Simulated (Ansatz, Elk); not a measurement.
# How far do independent atoms describe NaMg4As3?

The structure of NaMg4As3 used here is made up (a known structure type with other elements) and was relaxed beforehand with PBE. The aim is the Fourier transform of its all-electron density, F(hkl), set beside the sum over free spherical atoms that refinements use.

Program: Elk 11.2.3 (patched build). Level of theory: DFT, PBE, all-electron APW+lo, Dirac cores, scalar-relativistic bands, static density, no spin. Results are calculated unless marked as measured.

The structure was built from a prototype and need not be the compound's stable phase.

## Step 1: The starting structure

The structure is trigonal, space group R-3m (No. 166). The conventional cell has a = 4.415 Å, b = 4.415 Å, c = 33.687 Å, α = 90.00°, β = 90.00°, γ = 120.00°. Nearest to As lie 6 Mg at 2.79 Å. Nearest to As lie 4 Mg at 2.58 to 2.60 Å and 3 Na at 3.19 Å. Mg has 4 As at 2.58 to 2.79 Å nearest. Nearest to Mg lie 4 As at 2.60 to 3.17 Å and 3 Mg at 3.27 Å and 3 Na at 3.53 Å. Na has 6 As at 3.19 Å and 6 Mg at 3.53 Å nearest. Farther neighbours are not listed.

## Step 2: Ground state and structure factors

An all-electron density is needed, since X-rays see the cores too. Task 0 finds the density and task 195 Fourier-transforms it; tshift is off so that phases refer to the origin typed.

elk.in

```
tasks
  0
  195

xctype
  20

spinpol
  .false.

rgkmax
  7.0

gmaxvr
  14.0

lmaxo
  7

lmaxapw
  8

swidth
  0.002

tshift
  .false.

ramdisk
  .false.

hmaxvr
  5.5

maxscl
  120

epspot
  1e-06

sppath
  './'

avec
  4.17196062049 2.40868258759 21.21992897413
  -4.17196062049 2.40868258759 21.21992897413
  -0.00000000000 -4.81736517427 21.21992897424

atoms
  3
  'As.in'
  3
  0.0000000000 0.0000000000 0.0000000000   0.000000 0.000000 0.000000
  0.7766415129 0.7766415129 0.7766415129   0.000000 0.000000 0.000000
  0.2233584871 0.2233584871 0.2233584871   0.000000 0.000000 0.000000
  'Mg.in'
  4
  0.6999740861 0.6999740861 0.6999740861   0.000000 0.000000 0.000000
  0.3000259139 0.3000259139 0.3000259139   0.000000 0.000000 0.000000
  0.9058778019 0.9058778019 0.9058778019   0.000000 0.000000 0.000000
  0.0941221981 0.0941221981 0.0941221981   0.000000 0.000000 0.000000
  'Na.in'
  1
  0.5000000000 0.5000000000 0.5000000000   0.000000 0.000000 0.000000

ngridk
  6 6 6
```

Command:

```console
> OMP_NUM_THREADS=4 elk
```

Numbers of over 12 decimals in the logs are rounded to 6 here.

Log:

```text
┌─────────────────────────┐
│ Elk code version 11.2.3 │
└─────────────────────────┘

All units are atomic (Hartree, Bohr, etc.)

┌─────────────────────────────────────────────────┐
│ Ground-state run starting from atomic densities │
└─────────────────────────────────────────────────┘

Lattice vectors :
   4.171960620       2.408682588       21.21992897
  -4.171960620       2.408682588       21.21992897
  -0.000000000      -4.817365174       21.21992897

Reciprocal lattice vectors :
  0.7530254812      0.4347594643      0.9869943980E-01
 -0.7530254812      0.4347594643      0.9869943980E-01
  0.5609527284E-17 -0.8695189285      0.9869943981E-01

Unit cell volume      :    1279.425345
Brillouin zone volume :   0.1938762698

Muffin-tin inner radius fraction :   0.1000000000E-01

Nuclei treated as point charges

Species : 1 (As)
 parameters loaded from : As.in
 name : arsenic
 nuclear charge    :   -33.00000000
 electronic charge :    33.00000000
 atomic mass :    136573.7220
 muffin-tin radius :    2.400000000
 number of radial points in muffin-tin :    993
 inner part over the whole radius :   0.9862024899E-02
 number on inner part of muffin-tin    :    702
 approximate nuclear radius :   0.7712558785E-04
 number of mesh points to nuclear radius :    341
 atomic positions (lattice), magnetic fields (Cartesian) :
  1 :   0.00000000  0.00000000  0.00000000    0.00000000  0.00000000  0.00000000
  2 :  -0.22335849 -0.22335849 -0.22335849    0.00000000  0.00000000  0.00000000
  3 :   0.22335849  0.22335849  0.22335849    0.00000000  0.00000000  0.00000000

Species : 2 (Mg)
 parameters loaded from : Mg.in
 name : magnesium
 nuclear charge    :   -12.00000000
 electronic charge :    12.00000000
 atomic mass :    44305.30466
 muffin-tin radius :    2.200000000
 number of radial points in muffin-tin :    793
 inner part over the whole radius :   0.9941530515E-02
 number on inner part of muffin-tin    :    552
 approximate nuclear radius :   0.5710277704E-04
 number of mesh points to nuclear radius :    241
 atomic positions (lattice), magnetic fields (Cartesian) :
  1 :  -0.30002591 -0.30002591 -0.30002591    0.00000000  0.00000000  0.00000000
  2 :   0.30002591  0.30002591  0.30002591    0.00000000  0.00000000  0.00000000
  3 :  -0.09412220 -0.09412220 -0.09412220    0.00000000  0.00000000  0.00000000
  4 :   0.09412220  0.09412220  0.09412220    0.00000000  0.00000000  0.00000000

Species : 3 (Na)
 parameters loaded from : Na.in
 name : sodium
 nuclear charge    :   -11.00000000
 electronic charge :    11.00000000
 atomic mass :    41907.78703
 muffin-tin radius :    2.200000000
 number of radial points in muffin-tin :    793
 inner part over the whole radius :   0.9883648912E-02
 number on inner part of muffin-tin    :    551
 approximate nuclear radius :   0.5574345702E-04
 number of mesh points to nuclear radius :    238
 atomic positions (lattice), magnetic fields (Cartesian) :
  1 :   0.50000000  0.50000000  0.50000000    0.00000000  0.00000000  0.00000000

Total number of atoms per unit cell :    8
Total muffin-tin volume :    396.7286979
 ratio of muffin-tin to unit cell volume :   0.3100835069

Spin treatment :
 spin-unpolarised

Number of Bravais lattice symmetries :   12
Number of crystal symmetries         :   12
Crystal has inversion symmetry
Real symmetric eigensolver will be used

k-point grid :      6     6     6
k-point offset :    0.000000000       0.000000000       0.000000000
k-point set is reduced with full crystal symmetry group
Total number of k-points :       32

Muffin-tin radius times maximum |G+k| :    7.000000000
 using average radius
Maximum |G+k| for APW functions       :    3.076923077
Maximum (1/2)|G+k|²                   :    4.733727811
Maximum |G| for potential and density :    14.00000000
Constant for pseudocharge density :    8
 order of it for each species :   15  15  15
 order of it for pair densities of each species (exact exchange by exxq0 0: 16) :   11   9   9
Radial integration step length :    1

[...]
exchange                    :     -325.17685921885
 correlation                 :     -7.019342
 electron entropic           :    -0.33154151302487E-09
 total energy                :     -7749.0991288927

Density of states at Fermi energy :   0.4730222608E-05
 (states/Hartree/unit cell)

Estimated indirect band gap :   0.6316402200E-01
 from k-point 1 to k-point 1
Estimated direct band gap   :   0.6316402200E-01
 at k-point 1

Charges :
 core                        :    64.00000000
 valence                     :    94.00000000
 interstitial                :    10.80136473
 muffin-tins (core leakage)
  species : 1 (As)
[...]
species : 2 (Mg)
[...]
species : 3 (Na)
[...]
total in muffin-tins        :    147.1986353
 total calculated charge     :    157.9995757
 total charge                :    158.0000000
 error                       :   0.4242911394E-03

RMS change in Kohn-Sham potential (target) :   0.5768230770     (  0.1000000000E-05)
Absolute change in total energy (target)   :   0.9759109783     (  0.1000000000E-03)

[... loops 3 to 14 left out ...]

┌──────────────────┐
│ Loop number : 15 │
└──────────────────┘

Energies :
 Fermi                       :     0.125898
 sum of occupied eigenvalues :     -4427.3177823014
 electron kinetic            :      7900.7134350400
 core electron kinetic       :      7043.4439281002
 Coulomb                     :     -15316.041929948
 Coulomb potential           :     -11897.089715284
 nuclear-nuclear             :     -915.99983662668
 electron-nuclear            :     -16919.091214520
 Hartree                     :      2519.0491211985
 Madelung                    :     -9367.4970723065
 xc potential                :     -430.94150205779
 exchange                    :     -324.88259631803
 correlation                 :     -7.025796
 electron entropic           :    -0.64254754337075E-06
 total energy                :     -7747.2368876735

Density of states at Fermi energy :   0.1764208146E-01
 (states/Hartree/unit cell)

Estimated indirect band gap :   0.2968631268E-01
 from k-point 1 to k-point 1
Estimated direct band gap   :   0.2968631268E-01
 at k-point 1

Charges :
 core                        :    64.00000000
 valence                     :    94.00000000
 interstitial                :    11.30380523
 muffin-tins (core leakage)
  species : 1 (As)
[...]
species : 2 (Mg)
[...]
species : 3 (Na)
[...]
total in muffin-tins        :    146.6961948
 total calculated charge     :    157.9995920
 total charge                :    158.0000000
 error                       :   0.4080285316E-03

RMS change in Kohn-Sham potential (target) :   0.1847417567E-06 (  0.1000000000E-05)
Absolute change in total energy (target)   :   0.8811314638E-04 (  0.1000000000E-03)

Convergence targets achieved

┌──────────────────┐
│ Loop number : 16 │
└──────────────────┘

Energies :
 Fermi                       :     0.125898
 sum of occupied eigenvalues :     -4427.3177840763
 electron kinetic            :      7900.7134396822
 core electron kinetic       :      7043.4439312917
 Coulomb                     :     -15316.041933102
 Coulomb potential           :     -11897.089718486
 nuclear-nuclear             :     -915.99983662668
 electron-nuclear            :     -16919.091217501
 Hartree                     :      2519.0491210259
 Madelung                    :     -9367.4970738587
 xc potential                :     -430.94150527266
 exchange                    :     -324.88259630245
 correlation                 :     -7.025796
 electron entropic           :    -0.64254774888084E-06
 total energy                :     -7747.2368861690

Density of states at Fermi energy :   0.1764208880E-01
 (states/Hartree/unit cell)

Estimated indirect band gap :   0.2968631064E-01
 from k-point 1 to k-point 1
Estimated direct band gap   :   0.2968631064E-01
 at k-point 1

Charges :
 core                        :    64.00000000
 valence                     :    94.00000000
 interstitial                :    11.30380516
 muffin-tins (core leakage)
  species : 1 (As)
[...]
species : 2 (Mg)
[...]
atom 3                    :    10.49365567     ( -0.9828258785E-07)
   atom 4                    :    10.49365567     ( -0.9828258785E-07)
  species : 3 (Na)
   atom 1                    :    10.02821932     ( -0.9715865668E-07)
 total in muffin-tins        :    146.6961948
 total calculated charge     :    157.9995920
 total charge                :    158.0000000
 error                       :   0.4080285283E-03

┌──────────────────────────────┐
│ Self-consistent loop stopped │
└──────────────────────────────┘

Warning : core states of species 1 leak from the muffin-tin :   0.1436597801E-03

Wrote STATE.OUT
```

Elapsed: 2.2 min, on 4 threads of Arm Neoverse V1, shared host; peak memory 0.52 GiB.

SFACRHO.OUT:

```text

h k l indices transformed by vhmat matrix:
   1.000000000       0.000000000       0.000000000    
   0.000000000       1.000000000       0.000000000    
   0.000000000       0.000000000       1.000000000    

      h      k      l  multipl.   |H|            Re(F)            Im(F)           |F|

      0      0      0      1   0.0000000       158.00000      0.15080706E-15   158.00000    
      1      1      1      2  0.29609832       4.5593653     -0.44230512E-13   4.5593653    
     -2     -2     -2      2  0.59219664      -5.5762700      0.96181585E-13   5.5762700    
      0      0      1      6  0.87510271       40.131524      0.61810605E-14   40.131524    
     -3     -3     -3      2  0.88829496       83.759989     -0.21848324E-12   83.759989    
      1      0      1      6  0.89164426      -25.261455     -0.47726771E-13   25.261455    
      1      2      1      6  0.95494944       75.480085      0.67856431E-13   75.480085    
      2      1      2      6  0.99980131       24.232064      0.11472237E-12   24.232064    
     -2     -2     -3      6   1.1105857      -27.171792      0.14899048E-12   27.171792    
      3      3      2      6   1.1745315       34.240094      0.59433332E-13   34.240094    
     -4     -4     -4      2   1.1843933       10.738212      0.10896876E-12   10.738212    
     -3     -3     -4      6   1.3153787       73.770188      0.14079682E-13   73.770188    
     -4     -4     -3      6   1.3909688      -20.668703      0.21413946E-12   20.668703    
     -5     -5     -5      2   1.4804916      -43.604312      0.11007757E-12   43.604312    
      1     -1      0      6   1.5060510       116.60689      0.62572563E-15   116.60689    
      2      0      1     12   1.5348823       3.1706112     -0.33764186E-13   3.1706112    
      4      4      5      6   1.5499645       74.029068      0.17854075E-12   74.029068    
      2      1      3     12   1.6182974      -4.0417251     -0.54601673E-13   4.0417251
```

Elk indexes on the primitive cell of elk.in and gives |H| = 4π sin θ/λ in inverse bohr. Below, one row stands for each form hkl of the conventional cell (m members, Friedel mates merged), F is for one primitive cell and the density is static (no thermal factor). Free-atom factors are Waasmaier and Kirfel's, and R is Σm||F|−|F'||/Σm|F|.

```csv
hkl,m,sin θ/λ (Å⁻¹),"abs F, DFT",neutral atoms,diff.
003,2,0.044,4.559,4.651,-0.091
006,2,0.089,5.576,5.360,+0.216
101,6,0.132,40.132,39.776,+0.356
009,2,0.134,83.760,82.892,+0.868
012,6,0.134,25.262,24.961,+0.301
104,6,0.144,75.480,74.715,+0.765
015,6,0.150,24.232,23.617,+0.615
107,6,0.167,27.172,27.112,+0.059
018,6,0.177,34.240,33.943,+0.297
0 0 12,2,0.178,10.738,10.569,+0.170
1 0 10,6,0.198,73.770,73.987,-0.217
0 1 11,6,0.209,20.669,20.754,-0.085
0 0 15,2,0.223,43.604,43.774,-0.170
110,6,0.227,116.607,117.168,-0.561
113,12,0.231,3.171,3.143,+0.027
1 0 13,6,0.233,74.029,74.395,-0.366
116,12,0.243,4.042,4.015,+0.027
0 1 14,6,0.245,64.383,64.789,-0.406
```

## Step 3: The highest occupied states alone

An energy window below the Fermi level keeps the highest occupied states, to see at which angles they scatter; shallow core shells can lie inside it and anion s states outside. No new self-consistency is needed.

Edit elk.in of step 2 so:

```diff
@@ -1,3 +1,2 @@
 tasks
-  0
   195
@@ -40,2 +39,5 @@
 
+wsfac
+  -0.425340 0.425900
+
 sppath
```

Command:

```console
> OMP_NUM_THREADS=4 elk
```

Log:

```text
┌─────────────────────────────────┐
│ Elk code version 11.2.3 started │
└─────────────────────────────────┘

Info(readinput): the functional depends on the density's gradient
 muffin-tin radial points multiplied by    2.00000
 (not where nrmtscf is given)

┌────────────────────┐
│ Current task : 195 │
└────────────────────┘

Info(sfacrho): density structure factors written to SFACRHO.OUT

 Energy window :  -0.4253400000      0.4259000000

┌──────────────────┐
│ Elk code stopped │
└──────────────────┘
```

Elapsed: 28 s, on 4 threads; peak memory 0.33 GiB; 31 s of CPU time.

States within 15 eV below the Fermi level hold 24.00 electrons; any levels below the window count with the cores. Their amplitudes can exceed the total, where window and core parts have opposite phase:

| hkl | sin θ/λ (Å⁻¹) | abs F, window | abs F, all |
| --- | --- | --- | --- |
| 003 | 0.044 | 1.358 | 4.559 |
| 006 | 0.089 | 1.356 | 5.576 |
| 101 | 0.132 | 3.792 | 40.132 |
| 009 | 0.134 | 7.738 | 83.760 |
| 012 | 0.134 | 2.564 | 25.262 |
| 104 | 0.144 | 5.644 | 75.480 |
| 015 | 0.150 | 4.077 | 24.232 |
| 107 | 0.167 | 1.204 | 27.172 |
| 018 | 0.177 | 1.950 | 34.240 |
| 0 0 12 | 0.178 | 0.330 | 10.738 |

## Step 4: Another functional

The difference from free atoms is small, so it is set against the change that PBEsol makes.

Edit elk.in of step 3 so:

```diff
@@ -1,2 +1,3 @@
 tasks
+  0
   195
@@ -4,3 +5,3 @@
 xctype
-  20
+  22
 
@@ -39,5 +40,2 @@
 
-wsfac
-  -0.425340 0.425900
-
 sppath
```

Command:

```console
> OMP_NUM_THREADS=4 elk
```

Log:

```text
┌─────────────────────────┐
│ Elk code version 11.2.3 │
└─────────────────────────┘

All units are atomic (Hartree, Bohr, etc.)

┌─────────────────────────────────────────────────┐
│ Ground-state run starting from atomic densities │
└─────────────────────────────────────────────────┘

Lattice vectors :
   4.171960620       2.408682588       21.21992897
  -4.171960620       2.408682588       21.21992897
  -0.000000000      -4.817365174       21.21992897

Reciprocal lattice vectors :
  0.7530254812      0.4347594643      0.9869943980E-01
[...]
species : 1 (As)
[...]
species : 2 (Mg)
[...]
atom 4                    :    10.49249300     ( -0.9828258873E-07)
  species : 3 (Na)
   atom 1                    :    10.02742090     ( -0.9715865978E-07)
 total in muffin-tins        :    146.6772579
 total calculated charge     :    157.9995868
 total charge                :    158.0000000
 error                       :   0.4132407510E-03

┌──────────────────────────────┐
│ Self-consistent loop stopped │
└──────────────────────────────┘

Warning : core states of species 1 leak from the muffin-tin :   0.1453626015E-03

Wrote STATE.OUT
[key lines of the parts left out:]
total energy                :     -7740.3640608569
```

Wall time 2.2 min (4 threads); peak memory 0.55 GiB.

Against the first run R = 0.04 %; the largest change is -0.049 at 220.

## Step 5: Basis size

A smaller basis shows how fast F responds to it; the change is likely larger than the basis error of the first run, but doesn't show convergence.

Edit elk.in of step 4 so:

```diff
@@ -5,3 +5,3 @@
 xctype
-  22
+  20
 
@@ -11,3 +11,3 @@
 rgkmax
-  7.0
+  5.5
```

Command:

```console
> OMP_NUM_THREADS=4 elk
```

Log:

```text
┌─────────────────────────┐
│ Elk code version 11.2.3 │
└─────────────────────────┘

All units are atomic (Hartree, Bohr, etc.)

┌─────────────────────────────────────────────────┐
│ Ground-state run starting from atomic densities │
└─────────────────────────────────────────────────┘

Lattice vectors :
   4.171960620       2.408682588       21.21992897
  -4.171960620       2.408682588       21.21992897
  -0.000000000      -4.817365174       21.21992897

Reciprocal lattice vectors :
  0.7530254812      0.4347594643      0.9869943980E-01
[...]
species : 1 (As)
[...]
species : 2 (Mg)
[...]
atom 4                    :    10.49027378     ( -0.9828258785E-07)
  species : 3 (Na)
   atom 1                    :    10.02234663     ( -0.9715866023E-07)
 total in muffin-tins        :    146.6345103
 total calculated charge     :    157.9995625
 total charge                :    158.0000000
 error                       :   0.4375397460E-03

┌──────────────────────────────┐
│ Self-consistent loop stopped │
└──────────────────────────────┘

Warning : core states of species 1 leak from the muffin-tin :   0.1441144356E-03

Wrote STATE.OUT
[key lines of the parts left out:]
total energy                :     -7747.1680232103
```

Elapsed: 98 s, on 4 threads; peak memory 0.53 GiB.

Against the first run R = 0.02 %; the largest change is +0.047 at 300.

## Step 6: Settings against the effect

| run | R against the first run (%) | R against neutral atoms, low angle (%) | wall time |
| --- | --- | --- | --- |
| PBE, rgkmax 7 | 0.00 | 0.78 | 2.2 min |
| PBEsol | 0.04 | 0.77 | 2.2 min |
| rgkmax 5.5 | 0.02 | 0.78 | 98 s |

## Step 7: Outcome

| Quantity | Value |
| --- | --- |
| R against neutral atoms, sin θ/λ < 0.3 Å⁻¹ | 0.78 % |
| R against neutral atoms, 0.3 to 0.57 Å⁻¹ | 0.25 % |

In words: Independent neutral atoms miss the calculated amplitudes by R = 0.78 % below 0.3 Å⁻¹ and 0.25 % from there to 0.57 Å⁻¹; by shells, 1.05 % below 0.15 Å⁻¹ (6 forms), 0.73 % 0.15 to 0.3 (23 forms), 0.33 % 0.3 to 0.45 (48 forms), 0.20 % above 0.45 (72 forms). Bonding, aspherical density and the tables' own atoms all enter these figures, and the runs don't part them. The largest change of an amplitude is +0.87 electrons, at 009. The window's part falls from 24.0 electrons at the origin to at most 0.24 between 0.45 and 0.57 Å⁻¹. Below 0.3 Å⁻¹ the changes that finished (PBEsol and rgkmax 5.5) move F by R = 0.02 % at most, against the 0.78 % that separates it from free atoms. The k-mesh has no finished test. Part of the difference isn't bonding: the tables are fits to free atoms and ions calculated by other methods than this functional. Thermal motion, anomalous dispersion and extinction are left out.

[Logs are printed without paths, hosts, clocks, repeated set-up lines and the standing remarks that a program may print on its own settings, such as how far it seeks lower states.]

[Hosts, paths, dates, database ids (printed as entryN), source tags and the programs' standing remarks are cut or masked in the printed files.]
